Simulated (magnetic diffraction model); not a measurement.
## Which magnetic order? PrBTe₃

Space group Pna2_1 (no. 33), a = 7.9480 Å, b = 6.1840 Å, c = 9.2990 Å.

| site | atom | x | y | z |
| --- | --- | --- | --- | --- |
| 4a | Pr | 0.3865 | 0.4333 | 0.4352 |
| 4a | Te | 0.3220 | 0.6652 | 0.7257 |
| 4a | Te | 0.7045 | 0.3572 | 0.6361 |
| 4a | Te | 0.4970 | 0.9012 | 0.4418 |
| 4a | B | 0.3509 | 0.9140 | 0.6077 |

This is a made-up structure (elements placed in a structure type, unrelaxed), so the numbers test the method and describe no known phase.

Only Pr is taken to order (form factors of Pr3+); orders and moment sizes are assumed, and not adapted to the symmetry. Radiation: neutrons of λ = 1.909 Å (absorption by B left out), 2° to 30°; isotropic B of 0.54 Å² (Pr), 0.48 Å² (Te) and 0.85 Å² (B). The intensities are simulated: I ∝ L Σ (|F_N|² + |F_M⊥|²) for unpolarised neutrons, with F_M = 2.695 fm/μB × Σ f(s) S exp(2πi Q·r) exp(−B s²) at Q = H ± k (one set where k and −k are equivalent), only the part normal to Q counting and L = 1/(sin²θ cos θ). For a modulated order the moment at position r is S exp(−2πi k·r) + c.c., with S = m/2 for a sine wave of amplitude m and S = m(u + iv)/2 for moments turning in a plane, u and v being orthogonal unit vectors in it; the phase factor of the sum at Q = H + k is then exp(2πi H·r). Form factors are spin-only for 3d ions and dipole or tabulated for f ions, scattering lengths are Sears's of 1992, and absorption is left out. A label names one of the reflections at its angle. The strongest nuclear line in the range is 100, and lines under 0.2 are left out.

Above the ordering temperature:

```
2θ (°)    index      I
 21.36  (0 1 1)   40.5
 22.56  (1 1 0)   14.5
 23.69  (0 0 2)   61.3
 25.52  (1 1 1)  100.0
 27.80  (2 0 0)   16.6
```

Below it (cell unchanged):

```csv
2θ (°),I
9.42,173.1
14.15,76.0
17.92,7.9
21.36,40.5
22.56,14.5
22.68,20.8
23.69,61.3
24.49,26.9
25.52,100.0
26.73,25.0
27.80,16.6
27.86,4.9
27.90,18.4
29.41,0.4
```

**Question.** Find the propagation vector, then choose among these models:
A. moments turning in the plane of [001] and [100], 2.1 μB on Pr; signs + at (0.3865, 0.4333, 0.4352), − at (0.6135, 0.5667, 0.9352), − at (0.1135, 0.9333, 0.9352), + at (0.8865, 0.0667, 0.4352)
B. moments turning in the plane of [100] and [010], 2.1 μB on Pr; signs + at (0.3865, 0.4333, 0.4352), − at (0.6135, 0.5667, 0.9352), − at (0.1135, 0.9333, 0.9352), + at (0.8865, 0.0667, 0.4352)
C. a sine wave with moments along [010] (amplitudes given), 2.1 μB on Pr; signs + at (0.3865, 0.4333, 0.4352), − at (0.6135, 0.5667, 0.9352), − at (0.1135, 0.9333, 0.9352), + at (0.8865, 0.0667, 0.4352)
D. a sine wave with moments along [100] (amplitudes given), 2.1 μB on Pr; signs + at (0.3865, 0.4333, 0.4352), − at (0.6135, 0.5667, 0.9352), − at (0.1135, 0.9333, 0.9352), + at (0.8865, 0.0667, 0.4352)

The new lines index as (0 0 4/5) at 9.42°, (0 0 6/5) at 14.15°, (0 1 1/5) at 17.92° and (1 1 1/5) at 22.68°, that is as H ± k with k = (0 0 1/5). Satellites come in pairs about each point of the reciprocal lattice.

Magnetic intensity, observed (below minus above) and for each model:

| 2θ (°) | index | observed | A | B | C | D |
| --- | --- | --- | --- | --- | --- | --- |
| 9.42 | (0 0 4/5) | 173.1 | 86.6 | 173.1 | 86.6 | 86.6 |
| 14.15 | (0 0 6/5) | 76.0 | 38.0 | 76.0 | 38.0 | 38.0 |
| 17.92 | (0 1 1/5) | 7.9 | 15.4 | 7.9 | <0.2 | 7.8 |
| 22.68 | (1 1 1/5) | 20.8 | 33.2 | 20.8 | 7.9 | 12.9 |
| 24.49 | (1 1 4/5) | 26.9 | 35.8 | 26.9 | 11.0 | 15.9 |
| 26.73 | (1 1 6/5) | 25.0 | 28.1 | 25.0 | 10.8 | 14.2 |
| 27.86 | (0 1 9/5) | 4.9 | 4.4 | 4.9 | 1.8 | 3.1 |
| 27.90 | (2 0 1/5) | 18.4 | 18.2 | 18.4 | 18.2 | <0.2 |

Model B matches.

The structure used: k = (0 0 1/5), moments turning in the plane of [100] and [010], 2.1 μB on Pr; signs + at (0.3865, 0.4333, 0.4352), − at (0.6135, 0.5667, 0.9352), − at (0.1135, 0.9333, 0.9352), + at (0.8865, 0.0667, 0.4352).

[Logs are printed without paths, hosts, clocks, repeated set-up lines and the standing remarks that a program may print on its own settings, such as how far it seeks lower states.]
